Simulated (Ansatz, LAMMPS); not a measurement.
# Convergence of a linear-scaling basis for liquid Si0.5Ge0.5 at 2500 K (104 atoms)

Wanted: errors and times of a linear-scaling basis for liquid Si0.5Ge0.5 at 2500 K (104 atoms). A setting counts as converged where the r.m.s. difference of forces stays under 1 % of the r.m.s. force.

Main program and level: Ansatz 0.2.0; Kohn-Sham DFT, PBE, PAW (set soft_2), plane waves.

### Step 1. Set-up

The cell holds 104 atoms: 52 Si and 52 Ge. Its edges and angles: a = 13.176 Å, b = 13.176 Å, c = 13.176 Å, α = 90.0°, β = 90.0°, γ = 90.0°. 104 atoms (52 Si, 52 Ge) placed at random at 3.8 g/cm³, melted at 3500 K for 10 ps at fixed volume with the Tersoff potential (Tersoff, Phys. Rev. B 39, 5566 (1989)). Snapshot at the end of a hold of 5 ps at 2500 K and fixed volume.

What the set-up can't give: The starting topology of bonds comes from the classical model, and needn't be the one that DFT or experiment would give. Sampling is at Γ alone, for a cell whose shortest periodic width is 13 Å.

### Step 2. The classical run that made the cell

A classical potential makes the cell, at a small fraction of what the same run would cost in DFT.

This step: classical MD, Tersoff potential (Tersoff, Phys. Rev. B 39, 5566 (1989)) (LAMMPS 22 Jul 2025 - Update 4).

in.lmp reads:

```
# melt-quench of Si52Ge52
units metal
atom_style atomic
boundary p p p
region box block 0 13.1758 0 13.1758 0 13.1758
create_box 2 box
mass 1 28.0850   # Si
mass 2 72.6300   # Ge
create_atoms 1 random 52 553195 NULL overlap 2.02 maxtry 2000
create_atoms 2 random 52 553202 NULL overlap 2.02 maxtry 2000
pair_style tersoff
pair_coeff * * SiCGe.tersoff Si(D) Ge
neigh_modify delay 0 every 1 check yes
thermo_style custom step time temp pe press density
thermo_modify norm yes
timestep 0.001
thermo 100
min_style cg
minimize 1e-4 1e-4 200 2000
reset_timestep 0
velocity all create 3500 553196 mom yes dist gaussian
fix lim all nve/limit 0.05
fix lan all langevin 3500 3500 0.1 553197 zero yes
thermo 500
run 1000 post no
unfix lim
unfix lan
thermo 1666
fix md all nvt temp 3500 3500 0.1
run 10000 post no
unfix md
thermo 1000
fix md all nvt temp 3500 2500 0.1
run 3000 post no
unfix md
compute msd all msd com yes
thermo 1250
fix md all nvt temp 2500 2500 0.1
run 5000 post no
print "== T2500: mean square displacement over the hold $(c_msd[4]:%.2f) A^2"
unfix md
uncompute msd
write_dump all custom T2500.dump id type xs ys zs modify sort id
```

The run is started by

```sh
$ lmp -in in.lmp -log none -nocite
```

Log:

```text
LAMMPS (22 Jul 2025 - Update 4)
Created orthogonal box = (0 0 0) to (13.1758 13.1758 13.1758)
Created 52 atoms
Created 52 atoms
   Step          Time           Temp          PotEng         Press         Density
         0   0              0             -1.9326647      103901.37      3.8020303
        36   0.036          0             -3.3198229      13338.724      3.8020303
Loop time of 0.0104962 s on 1 MPI rank(s) for 36 steps with 104 atoms
Minimization stats:
  Stopping criterion = energy tolerance
  Energy initial, next-to-last, final =
     -1.93266468724317  -3.31981602287399  -3.31982294779128
  Force two-norm initial, final = 91.301958 4.4791487
  Iterations, force evaluations = 36 52
   Step          Time           Temp          PotEng         Press         Density
         0   0              3500          -3.3198229      35098.681      3.8020303
       500   0.5            3605.8926     -3.2422006      17854.38       3.8020303
[... 6 lines left out ...]
      4998   4.998          3563.6948     -3.3056848     -390.82234      3.8020303
      6664   6.664          3469.0862     -3.2174742      3590.6453      3.8020303
      8330   8.33           4118.8867     -3.2650865     -4032.8369      3.8020303
      9996   9.996          3392.3753     -3.2265132      14950.422      3.8020303
[... 1 line left out ...]
Loop time of 2.08952 s on 1 MPI rank(s) for 10000 steps with 104 atoms
   Step          Time           Temp          PotEng         Press         Density
[... 4 lines left out ...]
Loop time of 0.59728 s on 1 MPI rank(s) for 3000 steps with 104 atoms
   Step          Time           Temp          PotEng         Press         Density
[... 2 lines left out ...]
     16250   16.25          2607.6023     -3.4110824     -30487.115      3.8020303
     17500   17.5           2455.7707     -3.4173708     -38510.101      3.8020303
     18750   18.75          2586.3094     -3.4214133      15475.637      3.8020303
     19000   19             2607.2507     -3.4286692      5633.8882      3.8020303
Loop time of 0.9365 s on 1 MPI rank(s) for 5000 steps with 104 atoms
== T2500: mean square displacement over the hold 8.60 A^2
```

Run time: 4 s. Hardware: 1 thread of Arm Neoverse V2, shared host; peak memory 0.069 GiB.

### Step 3. Plane-wave single point

The first run fixes the reference, at a cutoff of 420 eV.

input.yaml reads:

```yaml
crystal:
  lattice:
    - [13.1758, 0.0, 0.0]
    - [0.0, 13.1758, 0.0]
    - [0.0, 0.0, 13.1758]
  atoms:
    - { symbol: Si, position: [0.65899, 0.83635, 0.47476] }
    - { symbol: Si, position: [0.37097, 0.57473, 0.99932] }
    - { symbol: Si, position: [0.15781, 0.29392, 0.42453] }
    - { symbol: Si, position: [0.20543, 0.92454, 0.45212] }
    - { symbol: Si, position: [0.62231, 0.22716, 0.772] }
    - { symbol: Si, position: [0.12518, 0.49941, 0.80214] }
    - { symbol: Si, position: [0.5447, 0.57875, 0.60738] }
    - { symbol: Si, position: [0.91573, 0.89872, 0.55112] }
    - { symbol: Si, position: [0.03959, 0.94389, 0.42281] }
    - { symbol: Si, position: [0.31808, 0.71566, 0.23973] }
    - { symbol: Si, position: [0.88016, 0.37716, 0.97594] }
    - { symbol: Si, position: [0.61132, 0.67906, 0.72852] }
    - { symbol: Si, position: [0.1546, 0.80635, 0.19895] }
    - { symbol: Si, position: [0.30219, 0.24634, 0.69595] }
    - { symbol: Si, position: [0.49701, 0.31433, 0.14278] }
    - { symbol: Si, position: [0.27571, 0.92814, 0.75446] }
    - { symbol: Si, position: [0.63517, 0.98699, 0.00106] }
    - { symbol: Si, position: [0.20226, 0.45134, 0.49543] }
    - { symbol: Si, position: [0.43176, 0.13959, 0.14905] }
    - { symbol: Si, position: [0.24829, 0.09945, 0.57508] }
    - { symbol: Si, position: [0.08693, 0.99479, 0.18624] }
    - { symbol: Si, position: [0.64527, 0.58864, 0.95129] }
    - { symbol: Si, position: [0.53832, 0.88121, 0.10908] }
    - { symbol: Si, position: [0.12975, 0.07571, 0.75922] }
    - { symbol: Si, position: [0.72076, 0.44805, 0.35628] }
    - { symbol: Si, position: [0.01666, 0.95029, 0.03099] }
    - { symbol: Si, position: [0.26008, 0.4271, 0.68031] }
    - { symbol: Si, position: [0.49736, 0.47272, 0.20296] }
    - { symbol: Si, position: [0.19958, 0.51919, 0.9685] }
    - { symbol: Si, position: [0.32982, 0.55903, 0.19732] }
    - { symbol: Si, position: [0.7787, 0.94669, 0.40245] }
    - { symbol: Si, position: [0.02129, 0.19682, 0.8266] }
    - { symbol: Si, position: [0.29774, 0.14364, 0.27477] }
    - { symbol: Si, position: [0.08685, 0.4822, 0.10159] }
    - { symbol: Si, position: [0.29864, 0.87917, 0.06353] }
    - { symbol: Si, position: [0.69734, 0.10591, 0.68638] }
    - { symbol: Si, position: [0.40777, 0.7452, 0.97689] }
    - { symbol: Si, position: [0.33279, 0.93926, 0.58781] }
    - { symbol: Si, position: [0.06331, 0.0971, 0.54165] }
    - { symbol: Si, position: [0.815, 0.78358, 0.95529] }
    - { symbol: Si, position: [0.14758, 0.82058, 0.99239] }
    - { symbol: Si, position: [0.92553, 0.66302, 0.92767] }
    - { symbol: Si, position: [0.64002, 0.73677, 0.13756] }
    - { symbol: Si, position: [0.42794, 0.20158, 0.81315] }
    - { symbol: Si, position: [0.49174, 0.47243, 0.89264] }
    - { symbol: Si, position: [0.95967, 0.02542, 0.28824] }
    - { symbol: Si, position: [0.6656, 0.17255, 0.00411] }
    - { symbol: Si, position: [0.97793, 0.53647, 0.5275] }
    - { symbol: Si, position: [0.869, 0.49964, 0.84248] }
    - { symbol: Si, position: [0.6469, 0.54212, 0.11804] }
    - { symbol: Si, position: [0.58692, 0.33472, 0.64459] }
    - { symbol: Si, position: [0.96773, 0.02959, 0.68276] }
    - { symbol: Ge, position: [0.49076, 0.60611, 0.46125] }
    - { symbol: Ge, position: [0.10243, 0.57982, 0.42688] }
    - { symbol: Ge, position: [0.29138, 0.7575, 0.80844] }
    - { symbol: Ge, position: [0.21863, 0.68358, 0.52215] }
    - { symbol: Ge, position: [0.76513, 0.94083, 0.7431] }
    - { symbol: Ge, position: [0.46124, 0.90625, 0.27416] }
    - { symbol: Ge, position: [0.81512, 0.81927, 0.14377] }
    - { symbol: Ge, position: [0.32375, 0.06157, 0.01939] }
    - { symbol: Ge, position: [0.83744, 0.11691, 0.80734] }
    - { symbol: Ge, position: [0.77731, 0.16009, 0.18044] }
    - { symbol: Ge, position: [0.60914, 0.71509, 0.34487] }
    - { symbol: Ge, position: [0.54295, 0.07079, 0.43682] }
    - { symbol: Ge, position: [0.98935, 0.38719, 0.75723] }
    - { symbol: Ge, position: [0.35858, 0.35761, 0.45812] }
    - { symbol: Ge, position: [0.3975, 0.01717, 0.83911] }
    - { symbol: Ge, position: [0.97486, 0.13957, 0.99113] }
    - { symbol: Ge, position: [0.52938, 0.45254, 0.37863] }
    - { symbol: Ge, position: [0.49563, 0.87822, 0.46697] }
    - { symbol: Ge, position: [0.77005, 0.28245, 0.8882] }
    - { symbol: Ge, position: [0.76725, 0.61691, 0.41342] }
    - { symbol: Ge, position: [0.55914, 0.08621, 0.25989] }
    - { symbol: Ge, position: [0.60735, 0.75364, 0.9252] }
    - { symbol: Ge, position: [0.71361, 0.08427, 0.48875] }
    - { symbol: Ge, position: [0.45338, 0.45573, 0.70437] }
    - { symbol: Ge, position: [0.33269, 0.61903, 0.67566] }
    - { symbol: Ge, position: [0.35966, 0.75153, 0.41126] }
    [... 20 atom lines left out ...]
    - { symbol: Ge, position: [0.84336, 0.0012, 0.98214] }
    - { symbol: Ge, position: [0.69029, 0.46062, 0.84147] }
    - { symbol: Ge, position: [0.98378, 0.24099, 0.44996] }
    - { symbol: Ge, position: [0.00697, 0.31155, 0.09173] }
    - { symbol: Ge, position: [0.77222, 0.25955, 0.4386] }
    - { symbol: Ge, position: [0.09741, 0.68811, 0.85771] }
kpoints:
  mp_grid: { grid: [1, 1, 1] }
hamiltonian:
  xc: pbe
scf:
  occupations: { method: fermi_dirac, width: 0.05 }
output:
  forces: true
  stress: true
  populations: true
  dos:
    method: { smearing: { sigma: 0.1 } }
    de: 0.1
    projected: { site_lists: { Ge: [Ge], Si: [Si] } }
  eigenvalues: true
  write_density: true
  write_potential: true
  volumetric_format: npy
  elf: true
```

The run is started by

```sh
$ ansatz run input.yaml --threads 8 --pin off --max-ram 15872MiB --backend cpu --events-out ev --progress --plain --runs-dir out
```

Log:

```text
Engine: ansatz 0.2.0, aarch64-unknown-linux-gnu
Pseudopotentials: kind: paw
Pseudopotential: Si, paw, valence charge 4, recommended cutoff 420 eV (normal), Si.paw.azcp
Pseudopotential: Ge, paw, valence charge 14, recommended cutoff 420 eV (normal), Ge.paw.azcp
[... 5 lines on functional and potentials left out ...]
Crystal: 104 atoms, lattice volume = 2287.341 Å³
Basis set: ecut = 420 eV, 44473 PW (Γ), exchange–correlation on 180×180×180 points (8 copies of the dense FFT grid, shifted against one another)
Bands: 572, of which v1, the nominal top of the filled ones, is band 468 counted from 1 (467 counted from 0)
Symmetry: 1 space group operations
Space group: P1 (ITA 1), of the structure as read, at distance tolerance 1.3e-4 Å
k-points: 1
[... 5 lines on functional and potentials left out ...]
Initial density: superposition of atomic densities (neutral atoms: chi_scale 0, normalization atom), corrected by the library's trained network
Initial wavefunctions: pseudopotential atomic-orbital guess
Functional: x = pbe(κ = 0.804, μ = 0.219515), c = pbe(β = 0.066725)
SCF iter   1: F=—  HF=-256346.880024 eV  |F-HF|=—  |Δ(HF+E_count)|=         —  Δρ=3.78e-3  dr2=1.42e0  ethr=1.77e-3  ⟨swp⟩=5.0  Hψ=2055  notcnv=0  defer=54
preconditioner: auto → LDOS  [metal: Δε(μ)=0.063 eV  Ē_g=7.340 eV  σ=0.050 eV  W_gap=0.31  n_scr=484 (ndim 8)  ℏωp=15.8 eV  f_vac=0.030  D(μ)=47.11/eV (n_scr^D=256)  β→1.0]
SCF iter   2: F=—  HF=-256346.751122 eV  |F-HF|=—  |Δ(HF+E_count)|=   1.29e-1  Δρ=1.89e-3  dr2=2.06e-1  ethr=1.51e-4  ⟨swp⟩=3.0  Hψ=814  notcnv=0  defer=62
SCF iter   3: F=—  HF=-256346.714216 eV  |F-HF|=—  |Δ(HF+E_count)|=   3.69e-2  Δρ=6.43e-4  dr2=3.81e-2  ethr=2.21e-5  ⟨swp⟩=2.0  Hψ=1020  notcnv=0  defer=62
SCF iter   4: F=—  HF=-256346.708451 eV  |F-HF|=—  |Δ(HF+E_count)|=   5.77e-3  Δρ=2.06e-4  dr2=4.14e-3  ethr=4.07e-6  ⟨swp⟩=2.0  Hψ=976  notcnv=0  defer=62
SCF iter   5: F=—  HF=-256346.708077 eV  |F-HF|=—  |Δ(HF+E_count)|=   3.73e-4  Δρ=7.91e-5  dr2=4.83e-4  ethr=4.42e-7  ⟨swp⟩=2.0  Hψ=830  notcnv=0  defer=62
SCF iter   6: F=—  HF=-256346.708125 eV  |F-HF|=—  |Δ(HF+E_count)|=   4.81e-5  Δρ=2.93e-5  dr2=6.29e-5  ethr=5.16e-8  ⟨swp⟩=2.0  Hψ=979  notcnv=0  defer=62
SCF iter   7: F=—  HF=-256346.708075 eV  |F-HF|=—  |Δ(HF+E_count)|=   4.99e-5  Δρ=1.28e-5  dr2=1.24e-5  ethr=6.72e-9  ⟨swp⟩=2.0  Hψ=1039  notcnv=0  defer=62
SCF iter   8: F=—  HF=-256346.708075 eV  |F-HF|=—  |Δ(HF+E_count)|=   9.13e-7  Δρ=4.81e-6  dr2=1.59e-6  ethr=1.33e-9  ⟨swp⟩=2.0  Hψ=978  notcnv=0  defer=62
SCF iter   9: F=—  HF=-256346.708074 eV  |F-HF|=—  |Δ(HF+E_count)|=   8.24e-8  Δρ=1.82e-6  dr2=2.05e-7  ethr=1.70e-10  ⟨swp⟩=2.0  Hψ=979  notcnv=0  defer=62
SCF iter  10: F=-256346.708074 eV  HF=-256346.708074 eV  |F-HF|=1.79e-8  |Δ(HF+E_count)|=   6.69e-9  Δρ=6.93e-7  dr2=2.64e-8  ethr=1.07e-11  ⟨swp⟩=16.0  Hψ=4023  notcnv=0
SCF 1 converged in 10 iterations: F = -256346.708074 eV  dr2 = 2.64e-8
  greatest PAW one-centre occupation: 0.998 electrons in one spin orbital (limit 2), on the Ge atom at site 99 (counted from 0), in its partial waves of l = 2
SCF converged after 10 iterations
Free energy (F): -256346.708074 eV
Harris-Foulkes:  -256346.708074 eV  (|F-HF|=1.79e-8)
Internal energy: -256346.301533 eV  (E = F + TS)
E sigma→0 (E₀):  -256346.504804 eV
Entropy (-TS):   -0.406542 eV (-3.909 meV/atom)
Fermi energy:    7.141609 eV
--- Per-component energies (eV) ---
  E_band       = -8269.873015
  E_kinetic    = 7796.000340
  E_local      = -162436.173883  (includes V_loc(G=0)·N_el)
  E_nonlocal   = 23023.328783
  E_hartree    = 72647.205208
  E_xc         = -6772.108249
  E_vxc        = -5747.925072  (∫ρ·V_xc dr)
  E_paw        = -131578.626005  (= ΣΔE_a)
  E_vpaw       = -16199.529333  (= ΣTr[D̂ρ^β])
  E_aug_tail   = 0.016314  (compensation charges beyond the density's cutoff)
  E_ewald      = -59025.944040
  E_smearing   = -0.406542  (= −TS)
  E_closure    = -0.000000  (closes the sum)
  Σ components = -256346.708074   (vs F -256346.708074, Δ=0.00e0)
--- Forces (eV/Å), atoms counted from 1 ---
  atom   1  Si     1.91734664    -0.82454936     0.28665012
  atom   2  Si    -0.79355350    -1.05652443     0.80084568
  atom   3  Si     0.28144988    -0.13437268    -0.27238137
  atom   4  Si     1.45723222    -0.62922649     0.52483971
  atom   5  Si    -1.35204533     0.24402725     1.00394858
  atom   6  Si     1.26453755    -0.01301904     0.00773878
  atom   7  Si     0.81955890    -0.17837556     3.39517809
  atom   8  Si    -0.14860891    -0.05898946    -0.58775405
  atom   9  Si    -1.41591423    -0.58452109     0.97843062
  atom  10  Si    -0.45054829     2.88026381    -0.12237779
  atom  11  Si     0.59271803     1.13315850     1.23364156
  atom  12  Si     0.35462560     0.18190944     0.84770451
  atom  13  Si     0.26721908    -0.14372127    -0.27571132
  atom  14  Si    -0.57152095     0.02692891    -0.28294035
[...]
atom 103  Ge     0.28559398     0.16763842    -0.65744332
  atom 104  Ge     0.88539847     0.00886306     0.19260095
  max |Σ_I F_I| component: 2.62e-5 eV/Å
--- Stress (GPa, compression-positive) ---
        1.060315       0.152199       0.351844
        0.152199       2.032850       0.478994
        0.351844       0.478994       1.327995
  P = ⅓ Tr σ = 1.4737 GPa (14.737 kbar)
--- Band table (eV) ---
  k-point 0: bands = ["-17.7008", "-17.7001", "-17.6963", "-17.6826", [... 556 levels ...], "10.7689", "10.8169", "10.8480", "10.8537", "10.8795", "10.9280", "10.9531", "10.9887", "11.0344", "11.0620", "11.0885", "11.1237"]
--- Löwdin populations: 104 sites ---
  site symbol       q [e]
     0     Si      3.8762
     1     Si      3.9593
     2     Si      3.8671
[...]
103     Ge     14.0691
  spilling = 0.004699 (of n_electrons = 936.000000)
```

The job ended after 34 s (8 threads of Arm Neoverse V2, shared host; peak memory 3.5 GiB; 4.2 min of CPU time).

Numbers from this run:

```yaml
free_energy: -256346.7081 eV
free_energy_per_atom: -2464.8722 eV/atom
scf_cycles: 10
pressure: 1.474 GPa
r_m_s_force_component: 0.9403 eV/Å
longest_force: 4.636 eV/Å
fermi_energy: 7.142 eV
levels_partly_filled_by_over_2_per_cent: 8
spilling_of_the_projection: 0.004699
```

The r.m.s. force component of 0.94 eV/Å and the pressure of 1.5 GPa set the scale for the differences below.

### Step 4. Support functions low

The cell is solved in localised support functions.

This step: Kohn-Sham DFT, PBE, PAW (set soft_2), localised support functions (low) (Ansatz 0.2.0).

input.yaml, the sections that differ from step 3:

```yaml
scf:
  occupations: { method: fermi_dirac, width: 0.05 }
  eigensolver: { kind: { support_functions: { accuracy: low } } }
  max_iter: 150
output:
  forces: true
  eigenvalues: true
# crystal, kpoints, hamiltonian: as in step 3
```

Log:

```text
Warning: scf.eigensolver.kind.support_functions: disabling space-group detection — the functions' gradient is summed over unrotated k-points, so no spatial operation reduces the k-mesh or symmetrises the density; time reversal is kept, so that k and −k are solved as one point where they differ and the mesh holds both, and exact exchange and, on two spinor components, a DFT+U term hold to it where the run has them: [...]
settings of this run that can trade accuracy for cost: scf.eigensolver.kind.support_functions; scf.eigensolver.kind.support_functions.accuracy: low [...]
[...]
Crystal: 104 atoms, lattice volume = 2287.341 Å³
Basis set: ecut = 420 eV, 44473 PW (Γ), exchange–correlation on 180×180×180 points (8 copies of the dense FFT grid, shifted against one another)
Bands: 562, of which v1, the nominal top of the filled ones, is band 468 counted from 1 (467 counted from 0)
Symmetry: 1 space group operations
k-points: 1
[...]
SCF iter   1: F=—  HF=-256322.012771 eV  |F-HF|=—  |Δ(HF+E_count)|=         —  Δρ=2.74e-2  dr2=4.34e1  ethr=1.00e-1
[...]
SCF iter  14: F=—  HF=-256346.767556 eV  |F-HF|=—  |Δ(HF+E_count)|=   1.27e-3  Δρ=2.11e-5  dr2=1.10e-5  ethr=2.63e-9  κ⁻¹=2.0e-4(r=7)
SCF iter  15: F=-256346.768646 eV  HF=-256346.768650 eV  |F-HF|=4.15e-6  |Δ(HF+E_count)|=   1.09e-3  Δρ=9.01e-6  dr2=2.86e-6  ethr=1.17e-9
SCF 1 converged in 15 iterations: F = -256346.796737 eV  dr2 = 2.86e-6
[...]
SCF converged after 15 iterations
Stability not checked: this state was not tested for a lower state beside it, because the mixer in use, unlike msr1, does not test its closes by its own steps (another_mixer; see scf.mixing.algorithm and scf.lower_state_search)
Free energy (F): -256346.796737 eV
[...]
Internal energy: -256346.390903 eV  (E = F + TS)
E sigma→0 (E₀):  -256346.593820 eV
Entropy (-TS):   -0.405834 eV (-3.902 meV/atom)
Fermi energy:    7.141627 eV
[...]
Σ components = -256346.796737   (vs F -256346.796737, Δ=0.00e0)
--- Forces (eV/Å), atoms counted from 1 ---
  atom   1  Si     1.91756359    -0.82462898     0.28666416
  atom   2  Si    -0.79382352    -1.05646996     0.80097415
  atom   3  Si     0.28169310    -0.13475295    -0.27222107
  atom   4  Si     1.45720248    -0.62904849     0.52494161
[...]
atom 104  Ge     0.88538768     0.00896071     0.19308709
  max |Σ_I F_I| component: 1.87e-3 eV/Å
--- Band table (eV) ---
[...]
```

Run time: 85 s. Hardware: 8 threads; peak memory 4.2 GiB.

The program notes that the band table was not solved further than the SCF left it and it switched symmetry off.

Keys that differ from the reference: support_functions.accuracy = "low" and scf.max_iter = 150.

Forces differ from the reference by 0.25 meV/Å r.m.s., 0.026 % of their size, well within a tolerance of 1 %; the energy by -0.85 meV/atom. It took roughly 2.5 times the reference's time (one timing each, with unlike analyses asked), in 15 cycles against 10.

(Continued in part 2 of 3.)

[Long decimals in the printed logs are rounded to 6 places.]

[Logs are printed without paths, hosts, clocks, repeated set-up lines and the standing remarks that a program may print on its own settings, such as how far it seeks lower states.]

[Hosts, paths, dates, database ids (printed as entryN), source tags and the programs' standing remarks are cut or masked in the printed files.]
